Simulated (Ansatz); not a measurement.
**A faulty run on VOF3 (P2_1/c) (120 atoms)**

Program: Ansatz 0.2.0. The cell: 24 V, 24 O and 72 F.

input.yaml

```yaml
crystal:
  lattice:
    - [11.138, 0.0, 0.0]
    - [0.0, 15.021, 0.0]
    - [-0.21518, 0.0, 9.33852]
  atoms:
    - { symbol: V, position: [0.33619, 0.30902, 0.37466] }
    - { symbol: V, position: [0.17051, 0.14156, 0.12998] }
    - { symbol: V, position: [0.17022, 0.0251, 0.62525] }
    - { symbol: V, position: [0.33358, 0.19255, 0.87675] }
    - { symbol: O, position: [0.4023, 0.22534, 0.44405] }
    - { symbol: O, position: [0.09772, 0.0612, 0.05789] }
    - { symbol: O, position: [0.09756, 0.10569, 0.55647] }
    - { symbol: O, position: [0.40081, 0.27195, 0.94249] }
    - { symbol: F, position: [0.32077, 0.04562, 0.5437] }
    - { symbol: F, position: [0.17553, 0.21393, 0.95431] }
    - { symbol: F, position: [0.17675, 0.28693, 0.45777] }
    - { symbol: F, position: [0.3252, 0.12269, 0.03952] }
    - { symbol: F, position: [0.44627, 0.03554, 0.31151] }
    - { symbol: F, position: [0.04809, 0.20097, 0.19086] }
    - { symbol: F, position: [0.04927, 0.29737, 0.68927] }
    - { symbol: F, position: [0.45037, 0.13174, 0.80819] }
    - { symbol: F, position: [0.27592, 0.25915, 0.2116] }
    - { symbol: F, position: [0.22594, 0.09229, 0.29201] }
    [... 96 atom lines left out ...]
    - { symbol: F, position: [0.54961, 0.96468, 0.68978] }
    - { symbol: F, position: [0.95074, 0.79738, 0.81041] }
    - { symbol: F, position: [0.77405, 0.92553, 0.20828] }
    - { symbol: F, position: [0.72573, 0.76102, 0.28458] }
    - { symbol: F, position: [0.72523, 0.74233, 0.78553] }
    - { symbol: F, position: [0.77941, 0.90796, 0.71421] }
kpoints:
  mp_grid: { grid: [1, 1, 1] }
hamiltonian:
  xc: pbesol
scf:
  occupations: { method: fixed }
  max_iter: 5
output:
  forces: true
```

Started as:

```console
$ ansatz run input.yaml --threads 4 --pin off --max-ram 8192MiB --backend cpu --events-out ev --progress --plain --runs-dir out
```

Numbers of over 12 decimals in the logs are rounded to 6 here.

What it wrote:

```text
Engine: ansatz 0.2.0, aarch64-unknown-linux-gnu
Pseudopotentials: kind: paw
Pseudopotential: V, paw, valence charge 13, recommended cutoff 420 eV (normal), V.paw.azcp
Pseudopotential: O, paw, valence charge 6, recommended cutoff 420 eV (normal), O.paw.azcp
Pseudopotential: F, paw, valence charge 7, recommended cutoff 420 eV (normal), F.paw.azcp
[... 3 lines on functional and potentials left out ...]
Crystal: 120 atoms, lattice volume = 1562.371 Å³
Basis set: ecut = 420 eV, 30549 PW (Γ), exchange–correlation on 150×216×128 points (8 copies of the dense FFT grid, shifted against one another)
Bands: 600, of which v1, the nominal top of the filled ones, is band 480 counted from 1 (479 counted from 0)
Symmetry: 1 space group operations
Space group: P1 (ITA 1), of the structure as read, at distance tolerance 1.2e-4 Å
k-points: 1
[... 10 lines on functional and potentials left out ...]
Initial density: superposition of atomic densities (neutral atoms: chi_scale 0, normalization atom), corrected by the library's trained network
Initial wavefunctions: pseudopotential atomic-orbital guess
Functional: x = pbesol(κ = 0.804, μ = 0.123457), c = pbesol(β = 0.046)
SCF iter   1: F=—  HF=-140394.772367 eV  |F-HF|=—  |Δ(HF+E_count)|=         —  Δρ=2.06e-2  dr2=5.88e0  ethr=1.77e-3  ⟨swp⟩=4.0  Hψ=1731  notcnv=0  defer=107
preconditioner: auto → Resta (q_TF=auto, 2.516 Å⁻¹)  ε∞=6.2  [insulator: Δε(μ)=2.900 eV  Ē_g=11.403 eV  n_scr=430 (ndim 8)  ℏωp=26.0 eV  f_vac=0.209  ε∞_Penn≈6.2]
SCF iter   2: F=—  HF=-140394.606920 eV  |F-HF|=—  |Δ(HF+E_count)|=   1.65e-1  Δρ=1.98e-2  dr2=6.55e0  ethr=6.13e-4  ⟨swp⟩=2.0  Hψ=940  notcnv=0  defer=107
SCF iter   3: F=—  HF=-140393.853907 eV  |F-HF|=—  |Δ(HF+E_count)|=   7.53e-1  Δρ=3.98e-3  dr2=2.01e-1  ethr=6.13e-4  ⟨swp⟩=2.0  Hψ=1399  notcnv=0
SCF iter   4: F=—  HF=-140393.832456 eV  |F-HF|=—  |Δ(HF+E_count)|=   2.15e-2  Δρ=1.71e-3  dr2=3.91e-2  ethr=2.09e-5  ⟨swp⟩=1.0  Hψ=1402  notcnv=0
SCF iter   5: F=—  HF=-140393.834147 eV  |F-HF|=—  |Δ(HF+E_count)|=   1.69e-3  Δρ=1.22e-3  dr2=2.73e-2  ethr=4.07e-6  ⟨swp⟩=1.0  Hψ=1580  notcnv=0
Error: did not converge after 5 iterations: dr2 = 2.73e-2 (threshold 1.00e-6), under the density mixer `msr1`, which `scf.mixing.algorithm: auto` chose by the deck's other keys (type `scf.mixing.algorithm: msr1` to keep it); at k-index 0, counted from 0 in this SCF's own list of k-points, [...]
```

Elapsed: 17 s, on 4 threads of Arm Neoverse V2, shared host; peak memory 2.3 GiB.

Q: Name the fault and the fix.

Too few SCF iterations: scf.max_iter = 5.

The fix is to allow more cycles.

The run ended unconverged.

[Logs are printed without paths, hosts, clocks, repeated set-up lines and the standing remarks that a program may print on its own settings, such as how far it seeks lower states.]

[Hosts, paths, dates, database ids (printed as entryN), source tags and the programs' standing remarks are cut or masked in the printed files.]
